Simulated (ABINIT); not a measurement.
**TiO2 (Rutile): Bethe-Salpeter spectra with ABINIT**

How far does the k mesh set the exciton binding of TiO2 (Rutile)?

Program: ABINIT 10.8.3. Level of theory: LDA and many-body steps on it, plane waves. Results are calculated unless marked as measured.

## 1. The structure

Symmetry: P4_2/mnm, No. 136, tetragonal system. Conventional cell: a = 4.592 Å, b = 4.592 Å, c = 2.957 Å, α = 90.00°, β = 90.00°, γ = 90.00°. Nearest to Ti lie 6 O at 1.95 to 1.98 Å. Nearest to O lie 3 Ti at 1.95 to 1.98 Å. Farther neighbours and most contacts between anions are not listed.

The cell and positions come from the Crystallography Open Database and are kept as given unless a step says otherwise.

## 2. Empty states on the mesh, 4×4×4 mesh, 106 bands

This step: ABINIT 10.8.3; DFT, LDA, plane waves, norm-conserving pseudopotentials.

The sums over transitions need many empty states on a uniform mesh; this step solves for them.

run.abi reads:

```
acell 3*1.0 Angstrom
rprim 
  4.592200000000 0.000000000000 0.000000000000
  0.000000000000 4.592200000000 0.000000000000
  0.000000000000 0.000000000000 2.957400000000
ntypat 2
znucl 22 8
natom 6
typat 1 1 2 2 2 2
xred 
  0.000000000000 0.000000000000 0.000000000000
  0.500000000000 0.500000000000 0.500000000000
  0.304960000000 0.304960000000 0.000000000000
  0.195040000000 0.804960000000 0.500000000000
  0.695040000000 0.695040000000 0.000000000000
  0.804960000000 0.195040000000 0.500000000000
pp_dirpath "pseudos"
pseudos "Ti.upf, O.upf"
ecut 38
ngkpt 4 4 4
nshiftk 1
shiftk 0 0 0
kptopt 1
chksymbreak 0
iscf -2
irdden 1
istwfk *1
nband 106
nbdbuf 8
tolwfr 1e-09
nstep 60
prtvol 0
indata_prefix "in"
outdata_prefix "out"
tmpdata_prefix "tmp"
```

Launch:

```sh
> OMP_NUM_THREADS=1 mpirun -n 4 abinit run.abi > log
```

Numbers of over 12 decimals in the logs are rounded to 6 here.

The program printed:

```text
.Version 10.8.3 of ABINIT. v10.8.2 released Aug 2026.

 Symmetries : space group P4_2/m n m (#136); Bravais tP (primitive tetrag.)
[... echo of the input left out ...]
== DATASET  1 ==================================================================
-   mpi_nproc: 4, omp_nthreads: 1 (-1 if OMP is not activated)

--- !DatasetInfo
iteration_state: {dtset: 1, }
dimensions: {natom: 6, nkpt: 18, mband: 106, nsppol: 1, nspinor: 1, nspden: 1, mpw: 4748, }
cutoff_energies: {ecut:  38.0, pawecutdg:  -1.0, }
[...]
2.07373    2.10371    2.10371    2.13330    2.13330    2.15254    2.17799    2.19696
   2.23614    2.23614    2.25103    2.26148    2.31378    2.34965    2.34965    2.38730
   2.38732    2.41831
 prteigrs : prtvol=0 or 1, do not print more k-points.

== END DATASET(S) ==============================================================
================================================================================

 -outvars: echo values of variables after computation  --------
            nband         106
             nkpt          18
          spgroup         136
 [... the other variables as echoed above ...]

 Calculation completed.
```

Elapsed: 72 s, on 4 MPI ranks of Arm Neoverse V1, shared host; peak memory 0.42 GiB.

Numbers from this step:

- gap: 1.836 eV
- k of the valence top: 0, 0, 0
- k of the conduction bottom: 0, 0, 0
- least direct gap: 1.836 eV
- k points computed: 18
- lowest point of the top converged band, above the valence top: 52.7384 eV

On this mesh the gap is 1.836 eV.

The density comes from a self-consistent run that is not shown.

## 3. Screening, 4×4×4 mesh, 98 bands, screening to 130.6 eV

The RPA dielectric matrix is built and inverted for each q.

This step: RPA screening on LDA, plane waves, norm-conserving pseudopotentials.

Changes to run.abi since step 2:

```diff
@@ -24,10 +24,11 @@
 chksymbreak 0
-iscf -2
-irdden 1
 istwfk *1
-nband 106
-nbdbuf 8
-tolwfr 1e-09
-nstep 60
-prtvol 0
+occopt 1
+irdwfk 1
+optdriver 3
+nband 98
+ecuteps 4.8
+inclvkb 2
+awtr 1
+symchi 1
 indata_prefix "in"
```

The program printed:

```text
.Version 10.8.3 of ABINIT. v10.8.2 released Aug 2026.

 Symmetries : space group P4_2/m n m (#136); Bravais tP (primitive tetrag.)
[... echo of the input left out ...]
== DATASET  1 ==================================================================
-   mpi_nproc: 4, omp_nthreads: 1 (-1 if OMP is not activated)

--- !DatasetInfo
iteration_state: {dtset: 1, }
dimensions: {natom: 6, nkpt: 18, mband: 98, nsppol: 1, nspinor: 1, nspden: 1, mpw: 4748, }
cutoff_energies: {ecut:  38.0, pawecutdg:  -1.0, }
[...]
--------------------------------------------------------------------------------
[... chi0 elements left out ...]
 For q-point:  0.000010 0.000020 0.000030
  dielectric constant =   8.9259
  dielectric constant without local fields =   9.3310

  Average fulfillment of the sum rule on Im[epsilon] for q-point    1 :     51.52  [%]
[... wings left out ...]
  q-point number  2        q = ( 0.250000, 0.000000, 0.000000) [r.l.u.]
--------------------------------------------------------------------------------
[... chi0 elements left out ...]
  Average fulfillment of the sum rule on Im[epsilon] for q-point    2 :     65.44  [%]

 [... 16 further q-points ...]
```

It took 3 min on 4 MPI ranks; peak memory 2.1 GiB.

This step gave:

| Quantity | Value |
| --- | --- |
| ε∞ with local fields, on this mesh, along the program's q direction | 8.926 |
| the same without local fields | 9.331 |
| plasma frequency | 32.58 eV |
| plane waves in the screening matrix | 201 |

Local fields lower ε∞ by 4 %. On a Γ-centred mesh this coarse the value itself is usually too large, while a short band sum pulls it down.

## 4. Self-energy, 4×4×4 mesh, 98 bands, screening to 130.6 eV

The self-energy is evaluated for the states that the input lists, and the levels follow from it, in one-shot runs by the linearised quasiparticle equation.

This step: G0W0 on LDA, plane waves, norm-conserving pseudopotentials.

Changes to run.abi since step 3:

```diff
@@ -27,8 +27,15 @@
 irdwfk 1
-optdriver 3
+optdriver 4
 nband 98
+gwcalctyp 0
+ecutsigx 38
+symsigma 1
+nkptgw 1
+kptgw 
+  0.0000000000 0.0000000000 0.0000000000
+bdgw 
+  22 26
 ecuteps 4.8
-inclvkb 2
-awtr 1
-symchi 1
+irdscr 1
+ppmodel 1
 indata_prefix "in"
```

The program printed:

```text
.Version 10.8.3 of ABINIT. v10.8.2 released Aug 2026.

 Symmetries : space group P4_2/m n m (#136); Bravais tP (primitive tetrag.)
[... echo of the input left out ...]
== DATASET  1 ==================================================================
-   mpi_nproc: 4, omp_nthreads: 1 (-1 if OMP is not activated)

--- !DatasetInfo
iteration_state: {dtset: 1, }
dimensions: {natom: 6, nkpt: 18, mband: 98, nsppol: 1, nspinor: 1, nspden: 1, mpw: 4748, }
cutoff_energies: {ecut:  38.0, pawecutdg:  -1.0, }
[...]
24   5.252 -20.169 -24.942   5.045   0.764  -0.310 -19.961   0.208   5.459
       25   7.087 -20.077 -12.040  -5.717   0.780  -0.281 -18.266   1.810   8.898
       26   7.371 -19.692 -12.025  -5.451   0.782  -0.279 -17.960   1.732   9.103

== END DATASET(S) ==============================================================
================================================================================

 -outvars: echo values of variables after computation  --------
           etotal      0.0000000000E+00
            nband          98
             nkpt          18
          spgroup         136
 [... the other variables as echoed above ...]

 Calculation completed.
```

It took 8.4 s on 4 MPI ranks; peak memory 1.2 GiB.

This step gave:

* G0W0 gap on the points computed: 3.439 eV
* starting gap on the mesh: 1.836 eV
* k of the valence top: 0, 0, 0
* k of the conduction bottom: 0, 0, 0
* least direct G0W0 gap on the computed points: 3.439 eV

The gap on the mesh goes from 1.84 eV to 3.44 eV, a correction of +1.60 eV.

The gap opens by 1.603 eV; the next steps shift the empty bands rigidly by 1.603 eV.

## 5. Excitons

Light makes an electron and a hole together. The Bethe-Salpeter equation adds their screened attraction and their exchange, in a window of bands around the gap.

This step: Bethe-Salpeter equation on LDA with a scissors shift, plane waves, norm-conserving pseudopotentials.

Changes to run.abi since step 4:

```diff
@@ -27,15 +27,17 @@
 irdwfk 1
-optdriver 4
-nband 98
-gwcalctyp 0
-ecutsigx 38
-symsigma 1
-nkptgw 1
-kptgw 
-  0.0000000000 0.0000000000 0.0000000000
-bdgw 
-  22 26
-ecuteps 4.8
+optdriver 99
+bs_calctype 1
+mbpt_sciss 1.603 eV
+bs_loband 19
+nband 30
+bs_exchange_term 1
+bs_coulomb_term 11
+bs_coupling 0
+bs_algorithm 1
+bs_freq_mesh 0 6 0.05 eV
+zcut 0.1 eV
+ecuteps 3
+ecutwfn 19
+inclvkb 2
 irdscr 1
-ppmodel 1
 indata_prefix "in"
```

The program printed:

```text
.Version 10.8.3 of ABINIT. v10.8.2 released Aug 2026.

 Symmetries : space group P4_2/m n m (#136); Bravais tP (primitive tetrag.)
[... echo of the input left out ...]
== DATASET  1 ==================================================================
-   mpi_nproc: 4, omp_nthreads: 1 (-1 if OMP is not activated)

--- !DatasetInfo
iteration_state: {dtset: 1, }
dimensions: {natom: 6, nkpt: 18, mband: 30, nsppol: 1, nspinor: 1, nspden: 1, mpw: 1680, }
cutoff_energies: {ecut:  19.0, pawecutdg:  -1.0, }
electrons: {nelect:   4.80000000E+01, charge:   0.00000000E+00, occopt:   1.00000000E+00, tsmear:   1.00000000E-02, }

 Exciton: Calculation of dielectric properties by solving the Bethe-Salpeter equation
 in frequency domain and reciprocal space on a transitions basis set.
 Based on a program developed by L. Reining, V. Olevano, F. Sottile,
 S. Albrecht, and G. Onida. Incorporated in ABINIT by M. Giantomassi.

.Using double precision arithmetic ; gwpc =  8

[... cell and pseudopotentials left out ...]
--------------------------------------------------------------------------------

 ==== K-mesh for the wavefunctions ====
 Number of points in the irreducible wedge :    18
[... list of points left out ...]
 Together with 16 symmetry operations and time-reversal symmetry
 yields    64 points in the full Brillouin Zone.

 ==== Q-mesh for the screening function ====
 Number of points in the irreducible wedge :    18
[... list of points left out ...]
 Together with 16 symmetry operations and time-reversal symmetry
 yields    64 points in the full Brillouin Zone.

 vcoul_init : cutoff-mode = AUXILIARY_FUNCTION
 q-points for optical limit:   1
     1)      0.000010    0.000020    0.000030
 setmesh: FFT mesh size selected  =    30x   30x   20
          total number of points  =        18000

 ==== Fundamental parameters for the solution of the Bethe-Salpeter equation: ====
 Algorithm: Direct diagonalization.
 Dimension of the v, W matrices,  npweps  = 105
 Cutoff for the wavefunctions,    npwwfn  = 1651
 Number of k-points in the IBZ,   nkibz   = 18
 Highest empty band included,     nband   = 30
 === Spin UP ===
 Number of resonant transitions          2304
 Lowest occupied state                   19
 Highest occupied state                  24
 Lowest unoccupied state                 25
 Highest unoccupied state                30
 Minimum frequency [eV]           Emin    =   0.00
 Maximum frequency [eV]           Emax    =   6.00
 Frequency step [eV]              dE      =   0.05
 Lorentzian broadening [eV]       eta     =   0.10
 RPA L0 with KS energies and KS wavefunctions
 Scissors operator energy [eV] =          1.60
 Local fields effects (v term) included
 Excitonic effects (W term) included
 Full W_GG' included
 W is read from an external SCR file
 Resonant-only calculation (Hermitian case)

 Calculating epsilon_Macro(q-->0,w), along the following directions:
 q = (  1.381147  0.000000  0.000000) [r.l.u.]
 q = (  0.000000  1.381147  0.000000) [r.l.u.]
 q = (  0.000000  0.000000  0.889465) [r.l.u.]
 q = (  1.381147  0.000000  0.000000) [r.l.u.]
 q = (  0.000000  1.381147  0.000000) [r.l.u.]
 q = (  0.000000  0.000000  0.889465) [r.l.u.]
 Number of electrons calculated from density =   47.9578; Expected =   48.0000
 average of density, n =  0.113949
 r_s =    1.2796
 omega_plasma =   32.5620 [eV]

. Writing resonant excitonic Hamiltonian on file out_BSR; file size=   0.04 [Gb].
 Direct diagonalization of the resonant excitonic Hamiltonian, Matrix size= 2304
. Using LAPACK sequential version.
 Excitonic eigenvalues in eV up to n=   32
   3.14233   3.42076   3.56018   3.58776   3.58802   3.66023   3.66625   3.66684
   3.69373   3.74410   3.74432   3.75207   3.75851   3.78491   3.78535   3.85317
   3.87321   3.88247   3.89932   3.89949   3.93729   4.00776   4.00818   4.01613
   4.01687   4.02005   4.02014   4.06365   4.06803   4.06868   4.09096   4.09583

 First excitonic eigenvalue=    3.14 [eV]
 Last  excitonic eigenvalue=    9.07 [eV]

 GW  direct gap       3.44  0.00 [eV]
 EXC direct gap       3.14  0.00 [eV]
 EXC binding energy   0.30  0.00 [eV]

 Excitonic eigenvalues up to the GW energy gap [eV]
  1 (  3.14  0.00)
  2 (  3.42  0.00)

 Macroscopic dielectric function:
 omega [eV] <KS_RPA_nlf>  <GW_RPA_nlf>  <BSE>
   0.0000   5.6593   0.0000   4.2251   0.0000   4.5829   0.0000
   0.0500   5.6602   0.0039   4.2254   0.0012   4.5833   0.0017
   0.1000   5.6631   0.0078   4.2263   0.0024   4.5845   0.0033
   0.1500   5.6680   0.0117   4.2278   0.0036   4.5866   0.0050
   0.2000   5.6748   0.0156   4.2299   0.0048   4.5895   0.0067
   0.2500   5.6835   0.0196   4.2326   0.0060   4.5933   0.0084
   0.3000   5.6943   0.0237   4.2359   0.0072   4.5979   0.0101
   0.3500   5.7071   0.0278   4.2398   0.0084   4.6033   0.0118
   0.4000   5.7220   0.0320   4.2443   0.0097   4.6096   0.0135
   0.4500   5.7390   0.0363   4.2494   0.0109   4.6168   0.0153

 Writing KS-RPA macroscopic dielectric function without local fields to file: out_RPA_NLF_MDF
 Writing GW-RPA macroscopic dielectric function without local fields to file: out_GW_NLF_MDF
 Writing EXC Macroscopic dielectric function to file: out_EXC_MDF

== END DATASET(S) ==============================================================
================================================================================

 -outvars: echo values of variables after computation  --------
           etotal      0.0000000000E+00
            nband          30
             nkpt          18
          spgroup         136
 [... the other variables as echoed above ...]

 Calculation completed.
```

Run time: 2.9 min. Hardware: 4 MPI ranks; peak memory 0.6 GiB.

Numbers from this step:

```yaml
direct_gap_of_the_transition_levels: 3.439 eV
transitions_in_the_window: 2304
first_strong_exciton_over_a_fiftieth_of_the_strongest_listed: 3.588 eV
lowest_state: 3.142 eV
binding_of_the_lowest_state_below_the_direct_gap: 0.2967 eV
coulomb_term_of_one_mesh_cell: 0.2888 eV
```

The binding is 1.0 times the screened Coulomb term of one mesh cell (0.29 eV), so it is not shown settled.

The lowest state lies at 3.142 eV, 0.297 eV under the direct gap.

Lines within 3 meV are set at the lowest of them, and the highest group, which the list may cut short, is left out. Lines of the exciton spectrum (strongest = 100):

| position (eV) | lines merged | oscillator strength, relative |
| --- | --- | --- |
| 3.142 | 1 | 0.0 |
| 3.421 | 1 | 0.0 |
| 3.560 | 1 | 0.2 |
| 3.588 | 2 | 100 |
| 3.660 | 1 | 0.1 |
| 3.666 | 2 | 7.8 |
| 3.694 | 1 | 0.1 |
| 3.744 | 2 | 32 |
| 3.752 | 1 | 0.0 |
| 3.759 | 1 | 0.0 |
| 3.785 | 2 | 0.2 |

The ε₂ has structure finer than the step of the table below, so its rows give means over 0.2 eV, whole bins alone (the curve runs from 0 to 5.95 eV). Peaks (eV: height): BSE 4.20: 17.8; no electron-hole interaction 4.55: 14.4, 5.30: 11.5, 5.90: 11.0; Kohn-Sham, no shift 2.95: 14.3, 3.70: 11.5, 4.30: 10.9.

Mean over the three Cartesian directions of q; broadening 0.1 eV; transition window only. Limits: finite bands, cutoff and mesh; coarse k mesh; exciton not shown settled in the k mesh. The ε₂ by photon energy; means over each step:

| photon energy (eV) | BSE | no electron-hole interaction | Kohn-Sham, no shift |
| --- | --- | --- | --- |
| 0.2 | 0.00667 | 0.00479 | 0.0156 |
| 0.4 | 0.0135 | 0.00970 | 0.0321 |
| 0.6 | 0.0207 | 0.0148 | 0.0501 |
| 0.8 | 0.0284 | 0.0202 | 0.0709 |
| 1.0 | 0.0369 | 0.0260 | 0.0960 |
| 1.2 | 0.0465 | 0.0324 | 0.128 |
| 1.4 | 0.0575 | 0.0395 | 0.171 |
| 1.6 | 0.0706 | 0.0477 | 0.234 |
| 1.8 | 0.0864 | 0.0572 | 0.336 |
| 2.0 | 0.106 | 0.0686 | 0.546 |
| 2.2 | 0.131 | 0.0823 | 1.27 |
| 2.4 | 0.165 | 0.0995 | 2.28 |
| 2.6 | 0.212 | 0.121 | 4.78 |
| 2.8 | 0.282 | 0.151 | 9.07 |
| 3.0 | 0.394 | 0.191 | 13.2 |
| 3.2 | 0.607 | 0.252 | 8.55 |
| 3.4 | 1.18 | 0.351 | 7.52 |
| 3.6 | 2.86 | 0.557 | 10.7 |
| 3.8 | 6.96 | 1.27 | 10.1 |
| 4.0 | 11.3 | 2.28 | 8.29 |
| 4.2 | 16.4 | 4.73 | 9.89 |
| 4.4 | 11.0 | 8.98 | 10.2 |
| 4.6 | 8.30 | 13.2 | 8.57 |
| 4.8 | 8.90 | 8.61 | 6.49 |
| 5.0 | 8.58 | 7.50 | 5.13 |
| 5.2 | 7.97 | 10.6 | 3.41 |
| 5.4 | 8.53 | 10.2 | 2.59 |
| 5.6 | 8.72 | 8.30 | 2.20 |
| 5.8 | 6.48 | 9.86 | 2.90 |

[end of part 1 of 4]

[Paths, hosts, dates, memory and timing lines, banners, echoed tables and standing remarks are left out of the program output.]

[Logs are printed without paths, hosts, clocks, repeated set-up lines and the standing remarks that a program may print on its own settings, such as how far it seeks lower states.]

[Runs of the session that timed out or met a known fault of the program may be left out.]

[Hosts, paths, dates, database ids (printed as entryN), source tags and the programs' standing remarks are cut or masked in the printed files.]

[G0W0 gaps are taken among the corrected bands and points alone; a level outside them can change the order at an edge.]

[Where Ansatz stands beside ABINIT at settings called matched, ABINIT's density can come from a denser mesh and the files from another edition; pairs whose starting gaps differed by over 0.03 eV were left out, so agreement reads better than it is.]
